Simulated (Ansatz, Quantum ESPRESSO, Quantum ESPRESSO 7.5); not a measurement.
## 1T-SiSSe, 1 layer: biaxial strain by an ASE script

Aim: band edges, gap and stiffness of 1T-SiSSe, 1 layer under biaxial strain.

Main program and level: Quantum ESPRESSO 7.5; plane-wave DFT, PBE, GBRV ultrasoft pseudopotentials (geometry by Ansatz 0.2.0 with PAW datasets; geometry under PBE).

This is a report of a sequence of runs, with most program output left out.

## 1. The structure

The cell holds 3 atoms: 1 Se, 1 Si and 1 S. Its edges and angles: a = 3.405 Å, b = 3.405 Å, c = 16.924 Å, α = 90.0°, β = 90.0°, γ = 120.0°. It derives from SiSSe. Vacuum lies along c.

Coordinates:

```cif
data_structure
_symmetry_space_group_name_H-M 'P 1'
_symmetry_Int_Tables_number 1
_cell_length_a 3.4050
_cell_length_b 3.4050
_cell_length_c 16.9236
_cell_angle_alpha 90.000
_cell_angle_beta 90.000
_cell_angle_gamma 120.000
_cell_volume 169.93
loop_
_atom_site_label
_atom_site_type_symbol
_atom_site_fract_x
_atom_site_fract_y
_atom_site_fract_z
_atom_site_occupancy
Se1 Se 0.66667 0.33333 0.44317 1
Si2 Si 0.00000 0.00000 0.50398 1
S3 S 0.33333 0.66667 0.55683 1
```

This sheet is a model structure: its symmetry is held, and its stability is not tested here.

## 2. Geometry from Ansatz

A relaxation in Ansatz fixes the structure of this slab for the runs on it.

Contents of input.yaml:

```yaml
crystal:
  lattice:
    - [3.405, 0.0, 0.0]
    - [-1.7025, 2.9488164999, 0.0]
    - [0.0, 0.0, 16.9236433976]
  atoms:
    - { symbol: Se, position: [0.6666666667, 0.3333333333, 0.4431669838] }
    - { symbol: Si, position: [0.0, 0.0, 0.5039822694] }
    - { symbol: S, position: [0.3333333333, 0.6666666667, 0.5568330162] }
kpoints:
  mp_grid: { grid: [12, 12, 1] }
hamiltonian:
  xc: pbe
scf:
  occupations: { method: fermi_dirac, width: 0.05 }
  convergence: { dr2_threshold: 1.0e-08 }
efield:
  axis: 3
  dipole_correction: true
  ramp_position: 0.97
  ramp_width: 0.04
relax:
  f_tol: 0.01
  cell: { fix: [c, alpha, beta] }
output:
  write_potential: true
  write_density: true
  volumetric_format: npy
```

Launch:

```sh
> ansatz run input.yaml --threads 2 --pin off --max-ram 4096MiB --backend cpu --events-out ev --progress --plain --runs-dir out
```

Elapsed: 19 s, on 2 threads of Arm Neoverse V2, shared host; peak memory 0.4 GiB; 36 s of CPU time.

Relaxation path:

```
step  energy less that of the first step (eV)  largest force component (eV/Å)  pressure (GPa)  volume (Å³)
   1                                   0.0000                          6.3928           11.14       169.93
   2                                  -1.8079                          3.1702            4.57       172.76
   3                                  -2.4980                          0.6875            0.95       169.77
   4                                  -2.4978                          0.7182           -0.63       168.76
   5                                  -2.5287                          0.0469            0.01       169.95
   6                                  -2.5287                          0.0152            0.01       169.95
   7                                  -2.5287                          0.0011            0.01       170.00
  8*                                  -2.5287                          0.0011            0.00       170.00
```

Relaxation steps marked * repeat the geometry before them on a plane-wave basis chosen anew for their cell, so energy and pressure can jump there. Relaxation step 4 was tried and not accepted.

```
cell as run  before  after  change
      a (Å)   3.405  3.406  +0.0 %
      b (Å)   3.405  3.406  +0.0 %
```

The atoms that moved most (Å, along periodic axes as changes of fractional coordinates times the final cell, across vacuum about the mean position):

```
atom     dx     dy      dz  length
 Se1  0.000  0.000  -0.421   0.421
  S3  0.000  0.000   0.415   0.415
 Si2  0.000  0.000   0.006   0.006
```

Final coordinates:

```xyz
3
Lattice="3.4058 0.0000 0.0000 -1.7029 2.9495 0.0000 0.0000 0.0000 16.9236" Properties=species:S:1:pos:R:3
Se    1.7029    0.9832    7.0793
Si    0.0000    0.0000    8.5353
S     0.0000    1.9663    9.8383
```

Read from the output:

* free energy: -7008.1979 eV
* Fermi energy: -0.8608 eV
* gap by band count: 0.6799 eV
* symmetry operations: 6
* dipole along the normal: -0.01873 e·Å
* vacuum level at the upper face over a Fermi level inside the gap: 5.638 eV
* vacuum level at the lower face over a Fermi level inside the gap: 5.301 eV

## 3. The script

Under ESM bc1 levels count from the vacuum, or from the mean of the two vacuum levels where the sheet has a dipole, so band edges at unlike strains can be compared.

Level of this step: plane-wave DFT, PBE, GBRV ultrasoft pseudopotentials (Quantum ESPRESSO 7.5).

Contents of run.py:

```python
import json
import numpy as np
from ase import Atoms
from ase.calculators.espresso import Espresso, EspressoProfile

profile = EspressoProfile(command='mpirun -n 2 pw.x -nk 2', pseudo_dir='../pseudo')
pseudopotentials = {'S': 's_pbe_v1.4.uspp.F.UPF', 'Se': 'se_pbe_v1.uspp.F.UPF', 'Si': 'si_pbe_v1.uspp.F.UPF'}
system = {'ecutwfc': 40, 'ecutrho': 200, 'occupations': 'smearing', 'smearing': 'fd', 'degauss': 0.002}


def calculator(name, kpts, **extra):
    data = dict(control=dict(tprnfor=True, verbosity='high', disk_io='none'),
                system=system | extra,
                electrons=dict(conv_thr=1e-09, mixing_beta=0.4, mixing_mode='plain',
                               electron_maxstep=100))
    return Espresso(profile=profile, directory=name, pseudopotentials=pseudopotentials, kpts=kpts, input_data=data)


def centre(atoms):
    z = atoms.positions[:, 2]
    atoms.positions[:, 2] -= (z.max() + z.min()) / 2  # ESM wants the slab about z = 0
    return atoms

sheet = Atoms(
    ['Se', 'Si', 'S'],
    scaled_positions=[
        [0.6666666667, 0.3333333333, 0.4183081092],
        [0.0000000000, 0.0000000000, 0.5043403582],
        [0.3333333333, 0.6666666667, 0.5813338020]],
    cell=[
        [3.405766210040, 0.000000000000, 0.000000000000],
        [-1.702883105020, 2.949480057245, 0.000000000000],
        [0.000000000000, 0.000000000000, 16.923643397600]],
    pbc=True)

rows = []
for strain in [-0.03, -0.015, 0.0, 0.015, 0.03]:
    atoms = sheet.copy()
    atoms.set_cell(sheet.cell.array * [[1 + strain], [1 + strain], [1]], scale_atoms=True)
    atoms = centre(atoms)
    atoms.calc = calculator(f's{strain:+.3f}', (12, 12, 1), assume_isolated='esm', esm_bc='bc1', nbnd=12)
    energy = atoms.get_potential_energy()
    levels = np.array([atoms.calc.get_eigenvalues(kpt=i) for i in range(len(atoms.calc.get_ibz_k_points()))])
    top, bottom = levels[:, 7].max(), levels[:, 8].min()
    direct = (levels[:, 8] - levels[:, 7]).min()
    rows.append([strain, energy, top, bottom, direct])
    print(f'strain {strain:+.3f}: E = {energy:.5f} eV, valence top {top:.3f}, conduction bottom {bottom:.3f}, '
          f'gap {bottom - top:.3f}, least direct gap {direct:.3f} eV')

x, energy, top, bottom, direct = np.array(rows).T
area = np.linalg.norm(np.cross(*sheet.cell[:2]))
stiffness = np.polyfit(x, energy, 2)[0] / area * 16.0218  # C11 + C12, heights clamped
print(f'valence and conduction edges move by {np.polyfit(x, top, 1)[0]:.2f} and {np.polyfit(x, bottom, 1)[0]:.2f} eV per unit biaxial strain')
print(f'C11 + C12 with clamped heights: {stiffness:.1f} N/m')
json.dump(dict(rows=rows, stiffness=stiffness), open('result.json', 'w'))
```

Launch:

```sh
> OMP_NUM_THREADS=1 python run.py
```

The job ended after 3.1 min (2 MPI ranks; peak memory 0.36 GiB).

Numbers from this step:

```
biaxial stiffness : 138.4 N/m
```

Band edge from the vacuum level against biaxial strain:

```
biaxial strain (%)  valence top (eV)  conduction bottom (eV)
             -3.00             -5.46                   -4.92
             -1.50             -5.66                   -5.04
              0.00             -5.83                   -5.15
              1.50             -5.99                   -5.25
              3.00             -6.14                   -5.34
```

Table of gap by biaxial strain:

```
biaxial strain (%)  on the mesh (eV)  least direct (eV)
             -3.00             0.537               1.47
             -1.50             0.613               1.44
              0.00             0.681               1.41
              1.50             0.741               1.38
              3.00             0.794               1.35
```

Energy over the lowest against biaxial strain:

```
biaxial strain (%)  energy over the lowest (meV)
             -3.00                          85.3
             -1.50                          20.7
              0.00                             0
              1.50                          18.3
              3.00                          70.8
```

## 4. The script: LDA, GBRV ultrasoft

Level of this step: plane-wave DFT, LDA, GBRV ultrasoft pseudopotentials (Quantum ESPRESSO 7.5).

run.py is the input of step 3 with these lines changed:

```diff
@@ -6,3 +6,3 @@
 profile = EspressoProfile(command='mpirun -n 2 pw.x -nk 2', pseudo_dir='../pseudo')
-pseudopotentials = {'S': 's_pbe_v1.4.uspp.F.UPF', 'Se': 'se_pbe_v1.uspp.F.UPF', 'Si': 'si_pbe_v1.uspp.F.UPF'}
+pseudopotentials = {'S': 's_lda_v1.4.uspp.F.UPF', 'Se': 'se_lda_v1.uspp.F.UPF', 'Si': 'si_lda_v1.uspp.F.UPF'}
 system = {'ecutwfc': 40, 'ecutrho': 200, 'occupations': 'smearing', 'smearing': 'fd', 'degauss': 0.002}
```

Launch:

```sh
> OMP_NUM_THREADS=1 python run.py
```

The job ended after 3.8 min (2 MPI ranks; peak memory 0.35 GiB).

Read from the output:

| Item | Value |
| --- | --- |
| biaxial stiffness | 130.5 N/m |

Band edge from the vacuum level against biaxial strain:

```
biaxial strain (%)  valence top (eV)  conduction bottom (eV)
             -3.00             -5.70                   -5.27
             -1.50             -5.90                   -5.39
              0.00             -6.07                   -5.50
              1.50             -6.23                   -5.60
              3.00             -6.37                   -5.69
```

The gap by biaxial strain:

```
biaxial strain (%)  on the mesh (eV)  least direct (eV)
             -3.00             0.431               1.36
             -1.50             0.504               1.33
              0.00             0.569               1.30
              1.50             0.627               1.27
              3.00             0.678               1.23
```

The energy over the lowest by biaxial strain:

```
biaxial strain (%)  energy over the lowest (meV)
             -3.00                          9.12
             -1.50                             0
              0.00                          32.6
              1.50                           102
              3.00                           203
```

## 5. The script, with ecutrho = 20

One more run, with a changed input.

Level of this step: plane-wave DFT, PBE, GBRV ultrasoft pseudopotentials (Quantum ESPRESSO 7.5).

run.py is the input of step 3 with these lines changed:

```diff
@@ -7,3 +7,3 @@
 pseudopotentials = {'S': 's_pbe_v1.4.uspp.F.UPF', 'Se': 'se_pbe_v1.uspp.F.UPF', 'Si': 'si_pbe_v1.uspp.F.UPF'}
-system = {'ecutwfc': 40, 'ecutrho': 200, 'occupations': 'smearing', 'smearing': 'fd', 'degauss': 0.002}
+system = {'ecutwfc': 40, 'ecutrho': 20, 'occupations': 'smearing', 'smearing': 'fd', 'degauss': 0.002}
 
@@ -14,3 +14,3 @@
                 electrons=dict(conv_thr=1e-09, mixing_beta=0.4, mixing_mode='plain',
-                               electron_maxstep=100))
+                               electron_maxstep=60))
     return Espresso(profile=profile, directory=name, pseudopotentials=pseudopotentials, kpts=kpts, input_data=data)
@@ -36,3 +36,3 @@
 rows = []
-for strain in [-0.03, -0.015, 0.0, 0.015, 0.03]:
+for strain in [-0.03, -0.015, 0.0]:
     atoms = sheet.copy()
```

Launch:

```sh
> OMP_NUM_THREADS=1 python run.py
```

Run time: 2 s. Hardware: 2 MPI ranks; peak memory 0.16 GiB.

The program refused the input before any cycle.

The fault put into the input: a density cutoff under four times the waves' (ecutrho = 20).

ecutrho can't lie under ecutwfc; four times for norm-conserving files and more for ultrasoft ones is the rule.

## 6. The arithmetic

Under equal strain ε in the plane, E = A (C11 + C12) ε². From the points at ±1.5 %: d²E/dε² = (20.66 + 18.28 − 2 × 0.00) meV / 0.015² = 173 eV, and 173/(2 × 10.045 Å²) × 16.02 = 138 N/m.

## 7. Results

- C11 + C12, heights clamped, PBE, GBRV ultrasoft: 138 N/m
- gap on the mesh at zero strain, PBE, GBRV ultrasoft: 0.68 eV
- valence top below the mean of the two vacuum levels at zero strain, PBE, GBRV ultrasoft: 5.83 eV
- shift of the valence top per unit biaxial strain, PBE, GBRV ultrasoft: -11.2 eV
- shift of the conduction bottom per unit biaxial strain, PBE, GBRV ultrasoft: -7.0 eV
- C11 + C12, heights clamped, LDA, GBRV ultrasoft: 131 N/m
- gap on the mesh at zero strain, LDA, GBRV ultrasoft: 0.57 eV
- valence top below the mean of the two vacuum levels at zero strain, LDA, GBRV ultrasoft: 6.07 eV
- shift of the valence top per unit biaxial strain, LDA, GBRV ultrasoft: -11.0 eV
- shift of the conduction bottom per unit biaxial strain, LDA, GBRV ultrasoft: -6.9 eV

In words: The sheet's biaxial stiffness comes to 138 N/m and its gap at zero strain to 0.68 eV (PBE, GBRV ultrasoft). From −3 % to +3 % the gap on the mesh goes from 0.54 to 0.79 eV; it is indirect at every strain. Heights are clamped under strain, which makes a sheet with several atomic planes too stiff. Zero strain is the PBE cell; under LDA the energy is lowest near -2.0 %, so its stiffness is taken away from its own minimum. Semilocal gaps are too small. The sheet carries a dipole, so the two faces have unlike vacuum levels and the zero lies between them. Spin-orbit coupling is left out; depending on the atoms that carry the levels of interest, it can split and shift them by tens to hundreds of meV.

[Logs are printed without paths, hosts, clocks, repeated set-up lines and the standing remarks that a program may print on its own settings, such as how far it seeks lower states.]

[Hosts, paths, dates, database ids (printed as entryN), source tags and the programs' standing remarks are cut or masked in the printed files.]

[Maps of the electrostatic potential energy from Ansatz leave out the sawtooth potential of an applied field or a dipole correction, so their vacuum need not be flat; planar profiles and work functions include it.]
